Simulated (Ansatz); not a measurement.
# Direct or indirect: AlN (F-43m)

```
Al N
1.0
     0.00000    2.18399    2.18399
     2.18399    0.00000    2.18399
     2.18399    2.18399    0.00000
Al N
1 1
Direct
  0.00000 0.00000 0.00000
  0.25000 0.25000 0.25000
```

Method: Ansatz, PBE, independent particles, without spin-orbit coupling, line width 0.15 eV (Gaussian). The band structure gives a fundamental gap of 3.33 eV. The spectrum of vertical transitions near the edge:

```csv
E (eV),"Im ε, E ∥ xyz"
2.88,0.00
3.00,0.00
3.12,0.00
3.24,0.00
3.36,0.00
3.48,0.00
3.60,0.00
3.72,0.00
3.84,0.00
3.96,0.00
4.08,0.04
4.20,0.17
4.32,0.37
4.44,0.54
4.56,0.65
4.68,0.74
4.80,0.83
4.92,0.92
5.04,1.17
5.16,1.67
5.28,2.21
5.40,2.64
```

Q: Is the gap direct or indirect, and about where do vertical transitions set in?

A: Indirect, by the band path, whose least direct gap is 4.19 eV. The curves fit this: they stay near zero above 3.33 eV and rise only from about 4.2 eV, though a forbidden direct transition would look alike. Lines are broadened by 0.15 eV, which spreads the edge, and phonons, which would give weak absorption from the fundamental gap up, are left out.

[Logs are printed without paths, hosts, clocks, repeated set-up lines and the standing remarks that a program may print on its own settings, such as how far it seeks lower states.]
